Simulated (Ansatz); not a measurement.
# Relaxing 1/2<111> screw dislocation dipole in Li (120 atoms)

Aim: bring 1/2<111> screw dislocation dipole in Li (120 atoms) to a nearby minimum of the energy and see what moves.

Program: Ansatz 0.2.0. Level of theory: Kohn-Sham DFT, PBE, PAW (set soft_2), plane waves. Results are calculated unless marked as measured.

## Step 1: Starting point

The cell holds 120 atoms: 120 Li. Its edges and angles: a = 34.391 Å, b = 24.866 Å, c = 3.040 Å, α = 93.5°, β = 90.0°, γ = 90.0°. It derives from Li (bcc). Bcc Li (a = 3.51 Å), x, y, z along [11-2], [-110], [111], 4 x 5 x 1 period; two opposite 1/2<111> screw dislocations along z, half a cell apart on one glide plane, laid by the isotropic elastic field summed over images, cell tilted by half the Burgers vector; not relaxed, displaced by a Gaussian of 0.02 Å.

What the set-up can't give: The cell is under 6 Å thick along one periodic direction, so every atom has periodic images of itself close by, which move with it and show among its neighbours and in g(r). The host structure and its lattice constant were typed by rule, without a check against the phase diagram.

## Step 2: Single point at the start

A single point comes first, to see the forces before anything moves.

input.yaml reads:

```yaml
crystal:
  lattice:
    - [34.39084, 0.0, 0.0]
    - [0.0, 24.81945, -1.51985]
    - [0.0, 0.0, 3.03975]
  atoms:
    - { symbol: Li, position: [0.87594, 0.09951, 0.175] }
    - { symbol: Li, position: [0.95771, 0.1007, 0.4836] }
    - { symbol: Li, position: [0.75101, 0.99939, 0.16387] }
    - { symbol: Li, position: [0.83319, 0.00118, 0.4744] }
    - { symbol: Li, position: [0.91648, 0.99969, 0.82196] }
    - { symbol: Li, position: [0.87436, 0.29986, 0.19464] }
    - { symbol: Li, position: [0.95836, 0.30047, 0.49735] }
    - { symbol: Li, position: [0.75067, 0.20073, 0.27474] }
    - { symbol: Li, position: [0.83386, 0.19945, 0.5511] }
    - { symbol: Li, position: [0.91612, 0.19978, 0.85431] }
    - { symbol: Li, position: [0.6246, 0.09968, 0.24411] }
    - { symbol: Li, position: [0.70784, 0.09946, 0.56166] }
    - { symbol: Li, position: [0.79102, 0.10019, 0.8799] }
    - { symbol: Li, position: [0.50043, 0.99985, 0.16959] }
    - { symbol: Li, position: [0.5829, 0.00136, 0.50871] }
    - { symbol: Li, position: [0.6663, 0.00015, 0.85015] }
    - { symbol: Li, position: [0.87507, 0.5005, 0.10624] }
    - { symbol: Li, position: [0.95813, 0.49908, 0.45124] }
    - { symbol: Li, position: [0.74988, 0.40047, 0.43277] }
    - { symbol: Li, position: [0.83387, 0.40023, 0.53137] }
    - { symbol: Li, position: [0.91623, 0.40101, 0.82593] }
    - { symbol: Li, position: [0.62483, 0.30039, 0.43557] }
    - { symbol: Li, position: [0.70899, 0.30122, 0.72881] }
    - { symbol: Li, position: [0.79085, 0.29884, 0.94] }
    - { symbol: Li, position: [0.50009, 0.20071, 0.35203] }
    - { symbol: Li, position: [0.58216, 0.19975, 0.68264] }
    - { symbol: Li, position: [0.6668, 0.20061, 0.98367] }
    - { symbol: Li, position: [0.37488, 0.10015, 0.2449] }
    - { symbol: Li, position: [0.45845, 0.1001, 0.58474] }
    - { symbol: Li, position: [0.54189, 0.1001, 0.93214] }
    - { symbol: Li, position: [0.2507, 0.00015, 0.15645] }
    - { symbol: Li, position: [0.33296, 0.00034, 0.5009] }
    - { symbol: Li, position: [0.41647, 4.0e-05, 0.83551] }
    - { symbol: Li, position: [0.87541, 0.69964, 0.07986] }
    - { symbol: Li, position: [0.95857, 0.70048, 0.42179] }
    - { symbol: Li, position: [0.7501, 0.6006, 0.93289] }
    - { symbol: Li, position: [0.83318, 0.60003, 0.36349] }
    - { symbol: Li, position: [0.91685, 0.60068, 0.75047] }
    - { symbol: Li, position: [0.6252, 0.49894, 0.70645] }
    - { symbol: Li, position: [0.70739, 0.5009, 0.08831] }
    - { symbol: Li, position: [0.79165, 0.49938, 0.68146] }
    - { symbol: Li, position: [0.50114, 0.3985, 0.58024] }
    - { symbol: Li, position: [0.58428, 0.40027, 0.89544] }
    - { symbol: Li, position: [0.66717, 0.39985, 0.21285] }
    - { symbol: Li, position: [0.37428, 0.30044, 0.42571] }
    - { symbol: Li, position: [0.45797, 0.30042, 0.77574] }
    - { symbol: Li, position: [0.54213, 0.30004, 0.11913] }
    - { symbol: Li, position: [0.24994, 0.2007, 0.25503] }
    - { symbol: Li, position: [0.33364, 0.20011, 0.63585] }
    - { symbol: Li, position: [0.41703, 0.20019, 0.00778] }
    - { symbol: Li, position: [0.12482, 0.09804, 0.1779] }
    - { symbol: Li, position: [0.20961, 0.10036, 0.52503] }
    - { symbol: Li, position: [0.29159, 0.0999, 0.88537] }
    - { symbol: Li, position: [0.99935, 0.99958, 0.13855] }
    - { symbol: Li, position: [0.08348, 0.99976, 0.48298] }
    - { symbol: Li, position: [0.16657, 0.00079, 0.81979] }
    - { symbol: Li, position: [0.87627, 0.89847, 0.11504] }
    - { symbol: Li, position: [0.95886, 0.90204, 0.45721] }
    - { symbol: Li, position: [0.75003, 0.79982, 0.06368] }
    - { symbol: Li, position: [0.83317, 0.80055, 0.41268] }
    - { symbol: Li, position: [0.91593, 0.80025, 0.77032] }
    - { symbol: Li, position: [0.62575, 0.69991, 0.93278] }
    - { symbol: Li, position: [0.70866, 0.70019, 0.30918] }
    - { symbol: Li, position: [0.79162, 0.70094, 0.69643] }
    - { symbol: Li, position: [0.50111, 0.6009, 0.82132] }
    - { symbol: Li, position: [0.58239, 0.60049, 0.1591] }
    - { symbol: Li, position: [0.66714, 0.60084, 0.52055] }
    - { symbol: Li, position: [0.37548, 0.49955, 0.72932] }
    - { symbol: Li, position: [0.45756, 0.49858, 0.0218] }
    - { symbol: Li, position: [0.54115, 0.4991, 0.37724] }
    - { symbol: Li, position: [0.24981, 0.39892, 0.30049] }
    - { symbol: Li, position: [0.33299, 0.399, 0.86722] }
    - { symbol: Li, position: [0.41703, 0.39965, 0.24109] }
    - { symbol: Li, position: [0.12508, 0.3013, 0.18883] }
    - { symbol: Li, position: [0.20924, 0.30009, 0.56563] }
    - { symbol: Li, position: [0.29309, 0.29956, 0.00867] }
    - { symbol: Li, position: [0.99959, 0.19984, 0.17267] }
    - { symbol: Li, position: [0.08345, 0.20053, 0.52218] }
    [... 36 atom lines left out ...]
    - { symbol: Li, position: [0.29141, 0.90026, 0.77381] }
    - { symbol: Li, position: [0.0, 0.79986, 0.10698] }
    - { symbol: Li, position: [0.0836, 0.79905, 0.44419] }
    - { symbol: Li, position: [0.1672, 0.79984, 0.76169] }
    - { symbol: Li, position: [0.04126, 0.69957, 0.76648] }
    - { symbol: Li, position: [0.04156, 0.89964, 0.78729] }
kpoints:
  mp_grid: { grid: [1, 1, 7] }
hamiltonian:
  xc: pbe
scf:
  occupations: { method: cold, width: 0.15 }
output:
  forces: true
```

Launch:

```
$ ansatz run input.yaml --threads 4 --pin off --max-ram 8192MiB --backend cpu --events-out ev --progress --plain --runs-dir out
```

Numbers of over 12 decimals in the logs are rounded to 6 here.

The log of the run:

```text
Engine: ansatz 0.2.0, aarch64-unknown-linux-gnu
Pseudopotentials: kind: paw
Pseudopotential: Li, paw, valence charge 3, recommended cutoff 420 eV (normal), Li.paw.azcp
[... 5 lines on functional and potentials left out ...]
Crystal: 120 atoms, lattice volume = 2594.614 Å³
Basis set: ecut = 420 eV, 50437 PW (Γ), exchange–correlation on 480×360×48 points (8 copies of the dense FFT grid, shifted against one another)
Bands: 300, of which v1, the nominal top of the filled ones, is band 180 counted from 1 (179 counted from 0)
Symmetry: 1 space group operations
Space group: P1 (ITA 1), of the structure as read, at distance tolerance 1.4e-4 Å
k-points: 4 of 7 (time reversal used)
[... 3 lines on functional and potentials left out ...]
Initial density: superposition of atomic densities (neutral atoms: chi_scale 0, normalization atom), corrected by the library's trained network
Initial wavefunctions: pseudopotential atomic-orbital guess
Functional: x = pbe(κ = 0.804, μ = 0.219515), c = pbe(β = 0.066725)
SCF iter   1: F=—  HF=-24561.943145 eV  |F-HF|=—  |Δ(HF+E_count)|=         —  Δρ=3.57e-4  dr2=3.70e-2  ethr=1.77e-3  ⟨swp⟩=11.5  Hψ=7597  notcnv=0  defer=94
preconditioner: auto → Kerker (q_TF=auto, 1.963 Å⁻¹)  [metal: Δε(μ)=0.023 eV  Ē_g=3.840 eV  σ=0.150 eV  W_gap=0.11  n_scr=258 (ndim 8)  ℏωp=8.0 eV  f_vac=0.000  D(μ)=52.48/eV (n_scr^D=246)]
SCF iter   2: F=—  HF=-24561.934726 eV  |F-HF|=—  |Δ(HF+E_count)|=   8.42e-3  S|Δr|=    0.00e0  Δρ=2.40e-4  dr2=1.48e-2  ethr=1.03e-5  ⟨swp⟩=1.2  Hψ=1402  notcnv=0  defer=94
SCF iter   3: F=—  HF=-24561.934727 eV  |F-HF|=—  |Δ(HF+E_count)|=   1.15e-6  S|Δr|=    0.00e0  Δρ=6.48e-5  dr2=4.71e-4  ethr=4.12e-6  ⟨swp⟩=1.5  Hψ=885  notcnv=0  defer=94
SCF iter   4: F=—  HF=-24561.934728 eV  |F-HF|=—  |Δ(HF+E_count)|=   9.02e-7  S|Δr|=    0.00e0  Δρ=3.19e-5  dr2=1.83e-4  ethr=1.31e-7  ⟨swp⟩=1.2  Hψ=871  notcnv=0  defer=94
SCF iter   5: F=—  HF=-24561.934709 eV  |F-HF|=—  |Δ(HF+E_count)|=   1.90e-5  S|Δr|=    0.00e0  Δρ=5.61e-6  dr2=3.94e-6  ethr=5.08e-8  ⟨swp⟩=1.5  Hψ=872  notcnv=0  defer=94
SCF iter   6: F=—  HF=-24561.934844 eV  |F-HF|=—  |Δ(HF+E_count)|=   1.35e-4  S|Δr|=    0.00e0  Δρ=1.57e-6  dr2=1.94e-7  ethr=1.09e-9  ⟨swp⟩=2.0  Hψ=1641  notcnv=0  defer=94
SCF iter   7: F=-24561.934844 eV  HF=-24561.934844 eV  |F-HF|=4.50e-9  |Δ(HF+E_count)|=   2.92e-8  S|Δr|=    0.00e0  Δρ=3.10e-7  dr2=8.95e-9  ethr=2.78e-11  ⟨swp⟩=3.0  Hψ=2694  notcnv=0
SCF 1 converged in 7 iterations: F = -24561.934844 eV  dr2 = 8.95e-9
  greatest PAW one-centre occupation: 1.000 electrons in one spin orbital (limit 2), on the Li atom at site 83 (counted from 0), in its partial waves of l = 0
SCF converged after 7 iterations
Stability not checked: this state was not tested for a lower state beside it, because cold or Methfessel-Paxton smearing, or corrected tetrahedra, fill the levels in a way that the test cannot read (fill_not_monotonic; see scf.lower_state_search)
Free energy (F): -24561.934844 eV
Harris-Foulkes:  -24561.934844 eV  (|F-HF|=4.50e-9)
Internal energy: -24561.980767 eV  (E = F + TS)
E sigma→0 (E₀):  -24561.950152 eV
Entropy (-TS):   0.045923 eV (0.383 meV/atom)
Fermi energy:    0.814294 eV
--- Per-component energies (eV) ---
  E_band       = -11055.761894
  E_kinetic    = 2517.734005
  E_local      = -16101.856561  (includes V_loc(G=0)·N_el)
  E_nonlocal   = -3992.565369
  E_hartree    = 4788.114473
  E_xc         = -1195.876069
  E_vxc        = -1538.982895  (∫ρ·V_xc dr)
  E_paw        = -2520.383157  (= ΣΔE_a)
  E_vpaw       = -1516.322626  (= ΣTr[D̂ρ^β])
  E_aug_tail   = 0.001459  (compensation charges beyond the density's cutoff)
  E_ewald      = -8057.149547
  E_smearing   = 0.045923  (= −TS)
  E_closure    = -0.000000  (closes the sum)
  Σ components = -24561.934844   (vs F -24561.934844, Δ=0.00e0)
--- Forces (eV/Å), atoms counted from 1 ---
  atom   1  Li    -0.04767557     0.02486763    -0.00896514
  atom   2  Li     0.03242040    -0.02769674     0.02048045
  atom   3  Li    -0.05762362     0.01240834     0.00203429
  atom   4  Li     0.02767793    -0.03427563     0.01578428
  atom   5  Li    -0.00236948     0.01654012    -0.01738160
  atom   6  Li     0.03685448     0.00232805    -0.00478822
  atom   7  Li    -0.00854061    -0.00518928     0.00871999
  atom   8  Li    -0.04252406    -0.00236239     0.01130872
  atom   9  Li    -0.00931436     0.00794314    -0.00425089
  atom  10  Li     0.03764275     0.01885219    -0.00632808
  atom  11  Li     0.00993660     0.03749004     0.00778569
  atom  12  Li     0.01217837     0.01961592    -0.00311297
  atom  13  Li     0.02850165     0.00832886    -0.00868893
  atom  14  Li    -0.03064476     0.00572733     0.00380790
[...]
atom 119  Li     0.01511992     0.00938875    -0.00078460
  atom 120  Li    -0.01222236     0.00033180    -0.00295411
  max |Σ_I F_I| component: 7.94e-7 eV/Å
```

It took 2.5 min on 4 threads of Arm Neoverse V1, shared host; peak memory 4.8 GiB; 9.5 min of CPU time.

The program notes that it cut back its work space to fit the memory limit.

Numbers from this run:

```yaml
free_energy: -24561.9348 eV
free_energy_per_atom: -204.6828 eV/atom
scf_cycles: 7
r_m_s_force_component: 0.02652 eV/Å
longest_force: 0.1565 eV/Å
fermi_energy: 0.8143 eV
```

The r.m.s. force component of 0.027 eV/Å sets the starting point.

Length of the force by element:

```tsv
element	coordination	atoms	mean length of the force (eV/Å)	spread	least	most
Li	all	120	0.0401	0.0224	0.0028	0.157
```

## Step 3: Relaxation

The atoms are relaxed in the fixed cell, aiming at the force tolerance of the input.

Edit input.yaml of step 2 so:

```diff
@@ -15 +15,4 @@
   forces: true
+relax:
+  f_tol: 0.05
+  max_steps: 41
```

The log of the run:

```text
[...]
Crystal: 120 atoms, lattice volume = 2594.614 Å³
Basis set: ecut = 420 eV, 50437 PW (Γ), exchange–correlation on 480×360×48 points (8 copies of the dense FFT grid, shifted against one another)
Bands: 300, of which v1, the nominal top of the filled ones, is band 180 counted from 1 (179 counted from 0)
Symmetry: 1 space group operations
[...]
k-points: 4 of 7 (time reversal used)
[...]
SCF iter   1: F=—  HF=-24561.943145 eV  |F-HF|=—  |Δ(HF+E_count)|=         —  Δρ=3.57e-4  dr2=3.70e-2  ethr=1.77e-3  ⟨swp⟩=11.5  Hψ=7597  notcnv=0  defer=94
[...]
SCF iter   5: F=-24561.934842 eV  HF=-24561.934845 eV  |F-HF|=2.27e-6  |Δ(HF+E_count)|=   5.44e-6  S|Δr|=    0.00e0  Δρ=5.61e-6  dr2=3.78e-6  ethr=1.74e-8  ⟨swp⟩=2.0  Hψ=2298  notcnv=0
SCF 1 converged in 5 iterations: F = -24561.934842 eV  dr2 = 3.78e-6
[...]
relax step   1: F+E_penalty+E_count = -24561.93484225 eV  Δ(F+E_penalty+E_count) = +0.000e0 eV  max|allowed force component| = 1.366e-1 eV/Å  Δτ_max = 0.0000 Å  (5 SCF iters, dr2 threshold 6.25e-5 eV, accepted)
[...]
relax step   2: F+E_penalty+E_count = -24562.08523495 eV  Δ(F+E_penalty+E_count) = -1.504e-1 eV  max|allowed force component| = 1.832e-2 eV/Å  Δτ_max = 0.1313 Å  (7 SCF iters, accepted)
[...]
relax step   3: F+E_penalty+E_count = -24562.12109093 eV  Δ(F+E_penalty+E_count) = -3.586e-2 eV  max|allowed force component| = 1.448e-2 eV/Å  Δτ_max = 0.0880 Å  (8 SCF iters, accepted)
[...]
relax step   4: F+E_penalty+E_count = -24562.14026871 eV  Δ(F+E_penalty+E_count) = -1.918e-2 eV  max|allowed force component| = 4.287e-3 eV/Å  Δτ_max = 0.1135 Å  (6 SCF iters, accepted)
SCF converged after 6 iterations
[...]
Free energy (F): -24562.140269 eV
[...]
Internal energy: -24562.186313 eV  (E = F + TS)
E sigma→0 (E₀):  -24562.155617 eV
Entropy (-TS):   0.046044 eV (0.384 meV/atom)
Fermi energy:    0.813773 eV
[...]
--- Forces (eV/Å), atoms counted from 1 ---
  atom   1  Li     0.00086183     0.00084908    -0.00157986
  atom   2  Li    -0.00133427     0.00252050    -0.00428710
  atom   3  Li     0.00099009     0.00169121    -0.00057074
  atom   4  Li    -0.00025404     0.00240882    -0.00233185
  atom   5  Li     0.00053833     0.00152232    -0.00028285
  atom   6  Li    -0.00218268     0.00174080     0.00156075
  atom   7  Li    -0.00205605     0.00177893    -0.00092587
  atom   8  Li     0.00084418     0.00085053    -0.00053249
  atom   9  Li    -0.00047655    -0.00034627    -0.00245416
  atom  10  Li    -0.00302072     0.00230416     0.00054982
  atom  11  Li     0.00049083     0.00180990     0.00036890
  atom  12  Li     0.00021301     0.00076213     0.00036760
  atom  13  Li    -0.00044997     0.00088825     0.00126388
  atom  14  Li     0.00089743     0.00026620    -0.00125707
[...]
atom 119  Li     0.00018472    -0.00284300     0.00139573
  atom 120  Li    -0.00069550    -0.00194413     0.00274400
  max |Σ_I F_I| component: 4.77e-7 eV/Å
--- Relaxed structure (4 steps of the walk, 4 accepted, 0 SCFs on fresh bases) ---
  F+E_penalty+E_count = -24562.14026871 eV   max|allowed force component| = 4.287e-3 eV/Å
  atoms:
    - { symbol: Li, position: [0.876977, 0.107698, 0.165963] }
    - { symbol: Li, position: [0.961348, 0.103033, 0.483337] }
    - { symbol: Li, position: [0.749862, 1.011307, 0.168814] }
    - { symbol: Li, position: [0.833814, 0.010527, 0.486537] }
[...]
- { symbol: Li, position: [0.040526, 0.898258, 0.797903] }
```

Wall time 7.9 min (4 threads); peak memory 4.9 GiB.

Step by step:

```tsv
step	energy less that of the first step (eV)	largest force component (eV/Å)
1	0.0000	0.1366
2	-0.1504	0.0183
3	-0.1862	0.0145
4	-0.2054	0.0043
```

The atoms that moved most (Å):

```tsv
atom	dx	dy	dz	length
Li3	-0.040	0.296	-0.003	0.298
Li83	-0.013	0.292	-0.053	0.297
Li31	-0.024	-0.286	0.016	0.287
Li115	0.016	-0.286	-0.005	0.286
Li82	0.032	0.284	0.014	0.286
Li59	0.006	0.282	-0.020	0.283
Li57	-0.054	0.268	-0.020	0.274
Li48	0.012	-0.272	0.013	0.273
```

The relaxation changed the energy by -1.71 meV/atom, and atoms moved by 0.18 Å r.m.s., 0.30 Å at most.

## Step 4: Distances and neighbours after relaxation

Density 0.533 g/cm³, 21.62 Å³ an atom.

Pair distribution function in bins of 0.2 Å:

```tsv
r (Å)	total
3.00	7.30
3.20	0.35
3.40	1.99
3.60	1.68
3.80	0.26
4.00	0.05
4.20	0.01
4.40	0.01
4.60	0.07
4.80	0.92
5.00	2.83
5.20	0.36
5.40	0.12
5.60	1.20
5.80	3.12
6.00	2.71
6.20	0.66
6.40	0.12
6.60	0.12
6.80	0.28
7.00	0.35
7.20	0.28
7.40	0.44
7.60	2.69
7.80	2.44
```

[end of part 1 of 2]

[Logs are printed without paths, hosts, clocks, repeated set-up lines and the standing remarks that a program may print on its own settings, such as how far it seeks lower states.]

[Hosts, paths, dates, database ids (printed as entryN), source tags and the programs' standing remarks are cut or masked in the printed files.]
